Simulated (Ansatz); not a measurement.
# What TaRu (Pm-3m) distorts into, part 3 of 3

Aim: this structure of TaRu (Pm-3m) is to be tested for unstable modes, and one is followed downhill.

Ansatz 0.2.0; DFT PBEsol, scalar-relativistic, plane waves, PAW; PAW set soft_1.

So far. Step 5 (Energy along the mode, all amplitudes (two of the runs …): The lowest step is at 0.14 Å, 7.58 meV/atom below the parent, and the energy rises beyond it. Step 7 (The new phase in its own primitive cell): The largest force component left is 0.45 meV/Å and the pressure is 0.001 GPa, within the tolerances set. The cell now holds 15.50 Å³/atom. The relaxed cell has a, b, c = 6.137, 13.378, 3.020 Å (conventional setting).

## 8. Modes of the new phase, k-mesh 6×6×12

A relaxed structure may still be a saddle point, so its zone-centre modes are computed. No field response is asked, since the mesh shows no gap.

input.yaml reads:

```yaml
crystal:
  lattice:
    - [3.0682683753, -6.6891944529, 0.0]
    - [3.0682683753, 6.6891944529, 0.0]
    - [0.0, 0.0, 3.0202337854]
  atoms:
    - { symbol: Ta, position: [0.6156763768, 0.8661960968, 0.5] }
    - { symbol: Ta, position: [0.1338039032, 0.3843236232, 0.5] }
    - { symbol: Ta, position: [0.8661960968, 0.6156763768, 0.5] }
    - { symbol: Ta, position: [0.3843236232, 0.1338039032, 0.5] }
    - { symbol: Ru, position: [0.7624653796, 0.2375346204, 0.0] }
    - { symbol: Ru, position: [0.2375346204, 0.7624653796, 0.0] }
    - { symbol: Ru, position: [0.0, 0.0, 0.0] }
    - { symbol: Ru, position: [0.5, 0.5, 0.0] }
kpoints:
  mp_grid: { grid: [6, 6, 12] }
hamiltonian:
  xc: pbesol
  pseudopotentials: { kind: paw, azcp: { folder: soft_1 }, xc_functional: pbe }
scf:
  occupations: { method: methfessel_paxton, width: 0.2 }
output:
  eigenvalues: true
phonons:
  method: dfpt
```

Command:

```bash
> ansatz run input.yaml --threads 4 --pin off --max-ram 10240MiB --backend cpu --events-out ev --progress --plain --runs-dir out
```

What it wrote:

```text
zone centre: on kpoints.mp_grid the ground state, and the responses unless they are solved on pairs of k-points, stand on 140 of the mesh's 432 k-points, reduced under 2 symmetry operations, with k and −k counted as one. Each operation leaves every solved displacement unchanged or reverses it
[...]
Crystal: 8 atoms, lattice volume = 123.976 Å³
Basis set: ecut = 420 eV, 2423 PW (Γ), exchange–correlation on 100×100×48 points (8 copies of the dense FFT grid, shifted against one another)
Bands: 70, of which v1, the nominal top of the filled ones, is band 58 counted from 1 (57 counted from 0)
Symmetry: 8 space group operations
k-points: 140 of 432 (irreducible under 2 space group operations, time reversal used)
[...]
SCF iter   1: F=—  HF=-62514.644041 eV  |F-HF|=—  |Δ(HF+E_count)|=         —  Δρ=2.45e-1  dr2=1.25e2  ethr=3.10e-3  ⟨swp⟩=4.6  Hψ=30140  notcnv=0
[...]
SCF iter  12: F=-62498.213989 eV  HF=-62498.213989 eV  |F-HF|=4.37e-11  |Δ(HF+E_count)|=    0.00e0  S|Δr|=    0.00e0  Δρ=4.81e-8  dr2=5.53e-12  ethr=1.00e-12  ⟨swp⟩=11.4  Hψ=43968  notcnv=0
SCF 1 converged in 12 iterations: F = -62498.213989 eV  dr2 = 5.53e-12
[...]
DFPT response loops at Γ: preconditioner auto → Kerker (q_TF=auto, 2.698 Å⁻¹) (partly filled bands, converged f_vac=0.000); β = 1.00, the filter's whole step (`scf.mixing.beta` (0.50) is not read by the response loops under this deck's `scf.mixing.preconditioner`; to damp them name `kerker` or `kerker_dos`, under which they read `scf.mixing.beta`, and type it under 1.00, their step now; both keys bind the ground state too); Broyden in place of MSR1
SCF converged after 12 iterations
[...]
Free energy (F): -62498.213989 eV
[...]
Internal energy: -62498.222649 eV  (E = F + TS)
E sigma→0 (E₀):  -62498.216154 eV
Entropy (-TS):   0.008660 eV (1.082 meV/atom)
Fermi energy:    21.585735 eV
[...]
--- Band table (eV; the first three rows and the last of 140) ---
  k-point 0: bands = [... 54 lower, 19.9338, 20.2527, 20.6756, 21.1972, 21.3567, 21.4022, 21.5163, 22.0231, ... 8 higher]
  k-point 1: bands = [... 54 lower, 20.1047, 20.1516, 20.2187, 21.1499, 21.5396, 21.5779, 21.6134, 21.8982, ... 8 higher]
  k-point 2: bands = [... 54 lower, 19.8067, 19.9199, 20.8699, 21.0447, 21.8380, 21.9104, 22.0590, 22.1147, ... 8 higher]
  k-point 139: bands = [... 54 lower, 20.8347, 21.4371, 21.4974, 21.5920, 21.7082, 21.8318, 22.1207, 22.7575, ... 8 higher]
--- Phonons (Γ-DFPT): 12 representative perturbations + reference, on 140 of 432 k-points (Σ response iterations 40) ---
  k mesh reduced under 2 symmetry operations, with k and −k counted as one. Each operation leaves every solved displacement unchanged or reverses it
  ASR residual: 1.215e-4 → 0.000e0 eV/Å²; symmetrization residual: 1.164e-5 eV/Å²
  ASR residual per site (eV/Å²): 5.75e-5 5.75e-5 5.75e-5 5.75e-5 4.34e-5 4.34e-5 9.50e-5 1.21e-4
  Γ frequencies (cm⁻¹): -83.19 0.00 0.00 0.00 92.18 94.94 95.34 97.36 98.28 100.72 105.30 116.47 117.22 118.68 138.99 144.70 154.68 158.23 164.95 170.34 198.90 202.69 205.59 211.11
  non-analytic LO–TO correction: not included (Born effective charges unavailable; polar crystals: no LO–TO splitting at Γ)
```

Run time: 5.9 min. Hardware: 4 threads of Intel Xeon Platinum 8488C (Sapphire Rapids), shared host; peak memory 3.6 GiB; 23 min of CPU time.

Read from the output:

```
sum-rule residual before enforcement                    : 1.21e-4 eV/Å²
point group                                             : mmm
highest optical mode at the zone centre (no LO-TO term) : 211.1 cm⁻¹
lowest optical zone-centre mode                         : -83.19 cm⁻¹
```

Patterns of degenerate modes are one choice out of their space. Modes at Γ, with each element's share of the kinetic energy (negative means imaginary):

| mode | frequency (cm⁻¹) | symmetry | Ta % | Ru % |
| --- | --- | --- | --- | --- |
| 1 | -83.2 | B2u | 29 | 71 |
| 2 | 0.0 | acoustic | 64 | 36 |
| 3 | 0.0 | acoustic | 64 | 36 |
| 4 | 0.0 | acoustic | 64 | 36 |
| 5 | 92.2 | B3g | 93 | 7 |
| 6 | 94.9 | B1g | 96 | 4 |
| 7 | 95.3 | B3u | 84 | 16 |
| 8 | 97.4 | B2g | 100 | 0 |
| 9 | 98.3 | Au | 100 | 0 |
| 10 | 100.7 | B1u | 0 | 100 |
| 11 | 105.3 | B1g | 92 | 8 |
| 12 | 116.5 | B3u | 1 | 99 |
| 13 | 117.2 | Ag | 31 | 69 |
| 14 | 118.7 | B2u | 2 | 98 |
| 15 | 139.0 | B1u | 0 | 100 |
| 16 | 144.7 | B3g | 7 | 93 |
| 17 | 154.7 | B2u | 39 | 61 |
| 18 | 158.2 | B1u | 35 | 65 |
| 19 | 164.9 | Ag | 98 | 2 |
| 20 | 170.3 | B3u | 33 | 67 |
| 21 | 198.9 | Ag | 71 | 29 |
| 22 | 202.7 | B3u | 17 | 83 |
| 23 | 205.6 | B2u | 66 | 34 |
| 24 | 211.1 | B1g | 12 | 88 |

Displacements in mode 1 (-83.2 cm⁻¹), the largest set to 1:
```
Ta1  0.27  0.00  0.00
Ta2 -0.27  0.00  0.00
Ta3 -0.27  0.00  0.00
Ta4  0.27  0.00  0.00
Ru5  0.00 -0.34  0.00
Ru6  0.00 -0.34  0.00
Ru7  0.00 -0.31  0.00
Ru8  0.00  1.00  0.00
```

Displacements in mode 8 (97.4 cm⁻¹), the largest set to 1:
```
Ta1  0.00  0.00  1.00
Ta2  0.00  0.00 -1.00
Ta3  0.00  0.00  1.00
Ta4  0.00  0.00 -1.00
Ru5  0.00  0.00  0.00
Ru6  0.00  0.00  0.00
Ru7  0.00  0.00  0.00
Ru8  0.00  0.00  0.00
```

Before it was imposed, the acoustic sum rule was missed by 1.2e-4 eV/Å². Small misses are needed for a sound result but don't prove that mesh and cutoff are converged. The lowest optical mode is imaginary, 83.2i cm⁻¹, so the energy falls along it.

## 9. The phases reached

The phases reached along the modes that were followed are set side by side.

Energies are those of the first relaxation, on the mesh of the frozen mode; space group, volume and gap are those of the last relaxation. Phases, by row:

| mode frozen in | space group | energy from parent (meV/atom) | volume (Å³/atom) | gap on mesh (eV) | lowest zone-centre optical mode (cm⁻¹) | largest shift (Å) |
| --- | --- | --- | --- | --- | --- | --- |
| parent | Pm-3m | 0 | 15.47 | 0 | – | – |
| q = (0.25, 0.25, 0.25), 142i cm⁻¹ | R-3m | -31.93 | 15.53 | 0 | 58.3 | 0.208 |
| q = (0, 0.25, -0.5), 120i cm⁻¹ | Cmmm | -41.65 | 15.5 | 0 | -83.2 | 0.167 |

## 10. Summary of results

- unstable mode of the parent: q = (0, 0.25, -0.5), 120i cm⁻¹
- depth at the lowest point sampled: 7.58 meV/atom
- largest atomic shift at that point: 0.14 Å
- space group reached: Cmmm
- energy gained over the parent (first relaxation, on the mesh of the frozen mode): 41.6 meV/atom
- volume per atom, phase reached: 15.5 Å³
- lowest optical zone-centre mode, phase reached: -83.2 cm⁻¹
- highest optical mode at the zone centre (no LO-TO term), phase reached: 211 cm⁻¹

Along this mode the structure falls into Cmmm, 41.6 meV/atom below the parent. At the parent's cell the well is 7.58 meV/atom deep on the steps tried, with its lowest point at a shift of 0.14 Å. Relaxing atoms and cell changes the gain by +34.07 meV/atom against the lowest step (energies at zero smearing). Most of the total comes from this relaxation. The new phase still has an imaginary mode at the zone centre of its cell, so it is a saddle point on the way to a lower structure. Of the 2 patterns followed from this parent, this one reaches the lowest energy. Each path keeps the symmetry of its pattern, so a lower phase may lie along a pattern not tried. With no gap, or one that is small against the smearing, the frequencies hang on the k mesh and the smearing, most of all near Kohn anomalies. The phonon runs are without spin polarisation, although the cell has an odd electron count. Spin-orbit coupling is left out, which can matter for the heavy elements here. The PAW files were made for PBE and serve the other functionals too.

[Long decimals in the printed logs are rounded to 6 places.]

[Logs are printed without paths, hosts, clocks, repeated set-up lines and the standing remarks that a program may print on its own settings, such as how far it seeks lower states.]

[Hosts, paths, dates, database ids (printed as entryN), source tags and the programs' standing remarks are cut or masked in the printed files.]

[Where the starting crystal was built by hand or by swapping elements, it need not be the compound's stable phase.]
